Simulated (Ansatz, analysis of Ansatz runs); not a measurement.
**Ga-H pair in Si: local vibrational mode against experiment**

Aim: the local vibrational mode of the Ga-H pair in Si, to be set beside the measurement. Set-up: r2SCAN, 64-site cell, r2SCAN lattice, 500 eV, k: the single point 1/4 1/4 1/4, anharmonic cut along the mode. The model is a cell of 64 host atoms with Ga put on another atom's site and H put in between. The frequencies come from force constants among the defect atom and its neighbours, with the masses of the isotopes named. A meta-GGA costs about twice a GGA and mends lattice constants and part of the gap.

Measured beforehand: Si-H stretch, 1H: 2171 cm⁻¹, by IR absorption (quoted in “Local vibrational modes of impurities in silicon”, 2008, M.D. McCluskey, quoting earlier work (1987)). The runs below try to reproduce this.

Calculated with Ansatz 0.2.0; plane-wave PAW DFT, r2SCAN; relaxation of all atoms of a defect supercell.

Report form: the programs' logs are mostly left out.

### Step 1. Set-up

The cell holds 65 atoms: 63 Si, 1 Ga and 1 H. Cell: a = 10.888 Å, b = 10.888 Å, c = 10.888 Å, α = 90.0°, β = 90.0°, γ = 90.0°. It derives from Si (space group Fd-3m). Nearest the centre at fractional (0.346, 0.346, 0.346): H65 at 0.55 Å, Ga8 at 1.00 Å, Si4 at 2.06 Å, Si27 at 2.59 Å, Si49 at 2.59 Å, Si42 at 2.59 Å, Si7 at 3.41 Å, Si6 at 3.41 Å.

The host's primitive cell comes from a first run (plane-wave PAW DFT, r2SCAN; relaxation of the host's cell and atoms): vectors of 3.850, 3.850 and 3.850 Å. That is 20.17 Å³ an atom, 0.7 % over the diffraction cell's volume. The supercell is built on it.

### Step 2. Relaxation, charge 0

Every later number rests on the structure around the defect, so the atoms are relaxed at the host's lattice first.

relax/input.yaml reads:

```yaml
relax:
  f_tol: 0.01
  max_steps: 80
  random_displacement: { amplitude: 0.02, seed: 836 }
crystal:
  lattice:
    - [10.88847935, 0.0, 0.0]
    - [0.0, 10.88847935, 0.0]
    - [0.0, 0.0, 10.88847935]
  atoms:
    - { symbol: Si, position: [0.0, 0.0, 0.25] }
    - { symbol: Si, position: [0.0, 0.25, 0.0] }
    - { symbol: Si, position: [0.25, 0.0, 0.0] }
    - { symbol: Si, position: [0.236747461, 0.236747461, 0.236747461] }
    - { symbol: Si, position: [0.125, 0.125, 0.375] }
    - { symbol: Si, position: [0.125, 0.375, 0.125] }
    - { symbol: Si, position: [0.375, 0.125, 0.125] }
    - { symbol: Ga, position: [0.398860081, 0.398860081, 0.398860081] }
[... 53 atom lines left out ...]
    - { symbol: Si, position: [0.625, 0.875, 0.625] }
    - { symbol: Si, position: [0.875, 0.625, 0.625] }
    - { symbol: Si, position: [0.875, 0.875, 0.875] }
    - { symbol: H, position: [0.316442, 0.316442, 0.316442] }
basis:
  ecutwfc: 500
  xc_grid: 2
hamiltonian:
  xc: r2scan
kpoints:
  mp_grid: { grid: [1, 1, 1], shift: [0.25, 0.25, 0.25] }
scf:
  occupations: { method: fermi_dirac, width: 0.01 }
  max_iter: 120
output:
  forces: true
checkpoint:
  write: "../relax.run"
  compress: false
  write_wavefunctions: true
  write_every: 100000
```

Started as:

```bash
ansatz run input.yaml --threads 4 --pin off --max-ram 7536MiB --backend cpu --events-out ev --progress --plain --runs-dir out
```

Wall time 2.9 min (4 threads of AMD EPYC 7B13 (Zen 3), shared host); peak memory 2.3 GiB; 11 min of CPU time.

Relaxation path:

```tsv
step	energy less that of the first step (eV)	largest force component (eV/Å)
1	0.0000	1.1727
2	-0.5332	0.2863
3	-0.5726	0.1172
4	-0.5752	0.0402
5	-0.5756	0.0042
6	-0.5756	0.0042
7	-0.5756	0.0050
8	-0.5756	0.0043
9	-0.5762	0.0299
10	-0.5738	0.1805
11	-0.5797	0.0359
12	-0.5815	0.0740
13	-0.5842	0.0528
14	-0.5847	0.0157
15	-0.5850	0.0099
```

Relaxation step 10 was tried and not accepted.

The atoms that moved most (Å, from the sites as typed, ahead of the random displacement):

```tsv
atom	dx	dy	dz	length
H65	0.141	0.089	-0.400	0.433
Si27	-0.071	0.051	0.059	0.105
Si49	0.073	0.075	-0.009	0.105
Si42	0.052	-0.064	0.063	0.104
Si7	-0.003	-0.069	-0.061	0.092
Si6	-0.063	0.003	-0.055	0.084
Si53	0.048	0.048	0.006	0.068
Si4	-0.029	-0.029	-0.046	0.062
```

Neighbours of the ideal centre at the end:

```tsv
atom	distance (Å)
H65	0.775
Ga8	0.991
Si4	2.115
Si27	2.694
Si42	2.694
Si49	2.695
Si5	3.432
Si6	3.497
Si7	3.505
```

Neighbours of the added atoms: H65: Si4 1.52, Ga8 1.70, Si49 2.79 Å.

Numbers from this step:

| Quantity | Value |
| --- | --- |
| free energy | -44066.2993 eV |

The relaxation ends 9.0 meV an atom lower than the displaced start, with a largest force component of 0.0099 eV/Å.

### Step 3. Local vibrational modes

A local mode lives on the defect and the atoms next to it, so only the sites listed in the input are displaced, which costs far fewer SCF runs than the whole cell would.

This step: plane-wave PAW DFT, r2SCAN; finite-displacement force constants among the atoms nearest to a defect, the others at rest.

modes/input.yaml reads:

```yaml
crystal:
  lattice:
    - [10.88847935, 0.0, 0.0]
    - [0.0, 10.88847935, 0.0]
    - [0.0, 0.0, 10.88847935]
  atoms:
    - { symbol: Si, position: [0.000688792, 0.000787437, 0.250337195] }
    - { symbol: Si, position: [-0.003446246, 0.248863852, -0.002890324] }
[... 1 atom line left out ...]
    - { symbol: Si, position: [0.234186466, 0.234134227, 0.232463611] }
    - { symbol: Si, position: [0.124110207, 0.124125209, 0.379088041] }
    - { symbol: Si, position: [0.119246407, 0.375382617, 0.119892809] }
    - { symbol: Si, position: [0.374813787, 0.118757802, 0.119350741] }
    - { symbol: Ga, position: [0.396854957, 0.397222171, 0.400621604] }
[... 14 atom lines left out ...]
    - { symbol: Si, position: [0.3759898, 0.625561035, 0.125987306] }
[... 3 atom lines left out ...]
    - { symbol: Si, position: [0.243569177, 0.504741797, 0.505408734] }
[... 9 atom lines left out ...]
    - { symbol: Si, position: [0.625876872, 0.123756237, 0.375517805] }
    - { symbol: Si, position: [0.625261409, 0.375971718, 0.126017001] }
[... 3 atom lines left out ...]
    - { symbol: Si, position: [0.504829875, 0.244186112, 0.505715758] }
[... 6 atom lines left out ...]
    - { symbol: Si, position: [0.506775534, 0.506944732, 0.249085154] }
[... 15 atom lines left out ...]
    - { symbol: H, position: [0.329457522, 0.324745376, 0.279681413] }
basis:
  ecutwfc: 500
  xc_grid: 2
hamiltonian:
  xc: r2scan
kpoints:
  mp_grid: { grid: [1, 1, 1], shift: [0.25, 0.25, 0.25] }
scf:
  occupations: { method: fermi_dirac, width: 0.01 }
  max_iter: 120
output: {}
checkpoint:
  read: "../relax.run"
phonons:
  supercell: [1, 1, 1]
  displaced_sites: [3, 6, 7, 48, 64]
```

Run time: 5.8 min. Hardware: 4 threads; peak memory 2.4 GiB.

Numbers from this step:

```yaml
free_energy: -44066.2993 eV
```

The modes with the largest weight on the probed atoms (the light atom of a pair), for the masses of each isotope. Modes of the displaced atoms (local only where they lie over the host's phonons):

```tsv
isotopes	mode (cm⁻¹)	share of the defect atoms
H	2171	0.983
H	690.1	0.853
H	279.9	0.555
D	1549	0.965
D	526.6	0.688
D	183.7	0.521
```

### Step 4. Point 1 along the mode

A light atom samples the curved part of its well, so the energy is mapped along the mode and the one-dimensional Schrödinger equation solved on it.

This step: plane-wave PAW DFT, r2SCAN; single point of a defect supercell.

cut0/input.yaml reads:

```yaml
crystal:
  lattice:
    - [10.88847935, 0.0, 0.0]
    - [0.0, 10.88847935, 0.0]
    - [0.0, 0.0, 10.88847935]
  atoms:
    - { symbol: Si, position: [0.000688792, 0.000787437, 0.250337195] }
    - { symbol: Si, position: [-0.003446246, 0.248863852, -0.002890324] }
[... 1 atom line left out ...]
    - { symbol: Si, position: [0.234742182, 0.234662396, 0.232765377] }
    - { symbol: Si, position: [0.124110207, 0.124125209, 0.379088041] }
    - { symbol: Si, position: [0.119246407, 0.375382617, 0.119892809] }
    - { symbol: Si, position: [0.374836307, 0.118784368, 0.119373832] }
    - { symbol: Ga, position: [0.39689074, 0.397262498, 0.400715362] }
[... 14 atom lines left out ...]
    - { symbol: Si, position: [0.3759898, 0.625561035, 0.125987306] }
[... 3 atom lines left out ...]
    - { symbol: Si, position: [0.243569177, 0.504741797, 0.505408734] }
[... 9 atom lines left out ...]
    - { symbol: Si, position: [0.625876872, 0.123756237, 0.375517805] }
    - { symbol: Si, position: [0.625261409, 0.375971718, 0.126017001] }
[... 3 atom lines left out ...]
    - { symbol: Si, position: [0.504829875, 0.244186112, 0.505715758] }
[... 6 atom lines left out ...]
    - { symbol: Si, position: [0.506805763, 0.506975331, 0.249096181] }
[... 15 atom lines left out ...]
    - { symbol: H, position: [0.308665476, 0.304354628, 0.262303842] }
basis:
  ecutwfc: 500
  xc_grid: 2
hamiltonian:
  xc: r2scan
kpoints:
  mp_grid: { grid: [1, 1, 1], shift: [0.25, 0.25, 0.25] }
scf:
  occupations: { method: fermi_dirac, width: 0.01 }
  max_iter: 120
output:
  forces: true
checkpoint:
  read: "../relax.run"
```

Elapsed: 13 s, on 4 threads; peak memory 2.3 GiB; 49 s of CPU time.

Read from the output:

```
free energy : -44064.3685 eV
```

The other runs of this kind differ in structure, charge or spin alone:

```tsv
run	outcome	energy less the first (eV)	moment (μB)	time
point 1 along the mode	converged	0.0000	0.00	13 s
point 2 along the mode	converged	-1.0375	0.00	13 s
point 3 along the mode	converged	-1.5620	0.00	14 s
point 4 along the mode	converged	-1.8484	0.00	13 s
point 5 along the mode	converged	-1.8595	0.00	13 s
point 6 along the mode	converged	-1.6580	0.00	13 s
point 7 along the mode	converged	-1.3526	0.00	13 s
point 8 along the mode	converged	-0.8416	0.00	13 s
point 9 along the mode	converged	-0.1066	0.00	14 s
```

### Step 5. Anharmonic fundamental

Analysis of the runs above: one-dimensional Schroedinger equation on a polynomial through r2SCAN energies along the local mode.

It gives:

```yaml
stretch: 2215 cm⁻¹
stretch_harmonic: 2171 cm⁻¹
```

The energy by normal coordinate:

```tsv
normal coordinate (amu½ Å)	energy (eV)
-0.374	1.93
-0.274	0.893
-0.187	0.369
-0.093	0.0824
0.000	0
0.093	0.0712
0.187	0.273
0.274	0.578
0.374	1.09
0.474	1.82
```

### Step 6. Summary of results

* distance from the defect atom to its nearest neighbour: 1.521 Å
* Si-H stretch, 1H: 2215 cm⁻¹
* time of the whole chain: 11 min on 4 threads

What this shows: Si-H stretch, 1H: computed 2215 cm⁻¹, measured 2171 cm⁻¹; 44 cm⁻¹ (2 %) above the measurement. The anharmonic cut moves the Si-H stretch, 1H from 2171 to 2215 cm⁻¹; a straight cut leaves out the coupling to the other modes. Only the named neighbours move, so modes near the host's band are approximate.

[Logs are printed without paths, hosts, clocks, repeated set-up lines and the standing remarks that a program may print on its own settings, such as how far it seeks lower states.]

[Hosts, paths, dates, database ids (printed as entryN), source tags and the programs' standing remarks are cut or masked in the printed files.]

[For some hosts the program warned that the k-mesh of the response run may be too coarse for force constants and the static dielectric constant; such warnings are not shown here.]
